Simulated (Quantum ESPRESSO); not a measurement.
# E(M) of Co

Wanted: E(M) for Co from a parallel start.

Program: Quantum ESPRESSO 7.5. Level of theory: PBE; plane waves with GBRV 1.5 PBE potentials, no spin-orbit coupling. Results are calculated unless marked as measured.

Most raw output is cut from this account.

### 1. The starting structure

It takes space group P6_3/mmc (No. 194, hexagonal). The conventional cell has a = 2.507 Å, b = 2.507 Å, c = 4.070 Å, α = 90.00°, β = 90.00°, γ = 120.00°. Nearest to Co lie 12 Co at 2.50 to 2.51 Å.

The lattice constants were typed from memory of published values and not checked against a source.

### 2. No moment imposed

The input, pw.in:

```
&CONTROL
  calculation = 'scf'
  prefix = 'pwscf'
  outdir = './tmp'
  pseudo_dir = './pseudo'
  disk_io = 'nowf'
/
&SYSTEM
  ibrav = 0
  celldm(1) = 8
  nat = 2
  ntyp = 1
  ecutwfc = 40
  ecutrho = 280
  nbnd = 26
  occupations = 'smearing'
  smearing = 'fd'
  degauss = 0.00367493
  nspin = 2
  starting_magnetization(1) = 0.1176
/
&ELECTRONS
  conv_thr = 4d-09
  electron_maxstep = 150
  mixing_beta = 0.3
/
ATOMIC_SPECIES
Co     58.9332 co_pbe_v1.2.uspp.F.UPF
CELL_PARAMETERS alat
   0.5921929243046    0.0000000000000    0.0000000000000
  -0.2960964621523    0.5128541902568    0.0000000000000
   0.0000000000000    0.0000000000000    0.9613981659034
ATOMIC_POSITIONS crystal
Co      0.3333333300    0.6666666700    0.2500000000
Co      0.6666666700    0.3333333300    0.7500000000
K_POINTS automatic
18 18 10 0 0 0
```

Command:

```console
OMP_NUM_THREADS=1 mpirun -n 4 pw.x -nk 4 -in pw.in > pw.out
```

Run time: 21 s. Hardware: 4 MPI ranks of Intel Xeon at 2.70GHz, shared host; peak memory 0.37 GiB; 84 s of CPU time.

Spin moment in the atom's sphere by atom:

```
atom  spin moment in the atom's sphere (μB)
 Co1                                   1.73
 Co2                                   1.73
```

Read from the output:

```
smearing term TS       : 0.01519 eV
magnetization          : 3.286 μB
absolute magnetization : 3.669 μB
final state            : ferromagnetic
```

### 3. Moment fixed at 0 μB

The two spin channels are filled to separate Fermi energies, so that the total moment meets the target. Half of the up one less the down one is the slope dE/dM.

pw.in: that of step 2 with these lines changed.

```diff
@@ -14,3 +14,3 @@
   ecutrho = 280
-  nbnd = 26
+  nbnd = 27
   occupations = 'smearing'
@@ -19,3 +19,4 @@
   nspin = 2
-  starting_magnetization(1) = 0.1176
+  starting_magnetization(1) = 0.0059
+  tot_magnetization = 0
 /
```

The job ended after 22 s (4 MPI ranks; peak memory 0.38 GiB).

Numbers from this step:

```yaml
magnetization: 0 μB
absolute_magnetization: 0 μB
half_the_difference_of_the_two_fermi_energies: 0 meV
largest_moment: 0 μB
```

### 4. Moment fixed at 0.408 μB

pw.in: that of step 3 with these lines changed.

```diff
@@ -19,4 +19,4 @@
   nspin = 2
-  starting_magnetization(1) = 0.0059
-  tot_magnetization = 0
+  starting_magnetization(1) = 0.012
+  tot_magnetization = 0.408
 /
```

Elapsed: 24 s, on 4 MPI ranks; peak memory 0.38 GiB.

Spin moment in the atom's sphere by atom:

```
atom  spin moment in the atom's sphere (μB)
 Co1                                  0.219
 Co2                                  0.219
```

This step gave:

```
magnetization                                 : 0.408 μB
absolute magnetization                        : 0.477 μB
half the difference of the two Fermi energies : -61.9 meV
```

### 5. Moment fixed at 0.816 μB

pw.in: that of step 4 with these lines changed.

```diff
@@ -19,4 +19,4 @@
   nspin = 2
-  starting_magnetization(1) = 0.012
-  tot_magnetization = 0.408
+  starting_magnetization(1) = 0.024
+  tot_magnetization = 0.816
 /
```

Run time: 21 s. Hardware: 4 MPI ranks; peak memory 0.38 GiB.

Read from the output:

* magnetization: 0.816 μB
* absolute magnetization: 0.953 μB
* half the difference of the two Fermi energies: -121.9 meV
* largest moment: 0.4377 μB

### 6. All moments

The runs not shown differ in the target, the start and the number of states alone. The point at 3.29 μB is the free run, entered with slope zero.

Energy over the lowest against total spin moment:

```
total spin moment (μB a cell)  energy over the lowest (meV a cell)
                         0.00                                  584
                         0.41                                  572
                         0.82                                  534
                         1.22                                  473
                         1.63                                  391
                         2.04                                  295
                         2.45                                  186
                         2.85                                 71.9
                         3.26                                0.163
                         3.29                                    0
                         3.67                                 47.8
                         4.08                                  238
                         4.49                                  578
```

Table of dE/dM by total spin moment:

```
total spin moment (μB a cell)  dE/dM (meV/μB)
                         0.00        -0.00217
                         0.41           -61.9
                         0.82            -122
                         1.22            -178
                         1.63            -221
                         2.04            -252
                         2.45            -280
                         2.85            -267
                         3.26           -14.3
                         3.29               0
                         3.67             300
                         4.08             596
                         4.49            1020
```

The largest site moment by total spin moment:

```
total spin moment (μB a cell)  largest site moment (μB)
                         0.00                    5.1e-6
                         0.41                     0.219
                         0.82                     0.438
                         1.22                     0.656
                         1.63                     0.873
                         2.04                      1.09
                         2.45                      1.31
                         2.85                      1.52
                         3.26                      1.72
                         3.29                      1.73
                         3.67                      1.90
                         4.08                      2.07
                         4.49                      2.23
```

### 7. Outcome

* moment of the free run: 3.29 μB a cell
* energy at zero total moment: 584 meV a cell over the lowest
* ΔE/ΔM² from the lowest point to 3.67 and to 2.85 μB: 323 and 386 meV/μB²

What this shows: At zero total moment the site moments vanish, so the 584 meV a cell is the energy of forming them. The points show one minimum alone. All runs start parallel; opposed orders may lie lower.

[Logs and program files are shortened in this print: banners, set-up blocks, solver, clock and traceback lines can be left out without a mark of their own.]

[Logs are printed without paths, hosts, clocks, repeated set-up lines and the standing remarks that a program may print on its own settings, such as how far it seeks lower states.]

[Hosts, paths, dates, database ids (printed as entryN), source tags and the programs' standing remarks are cut or masked in the printed files.]

[Where a cell is said to come from a database of computed structures, the database is the Materials Project.]
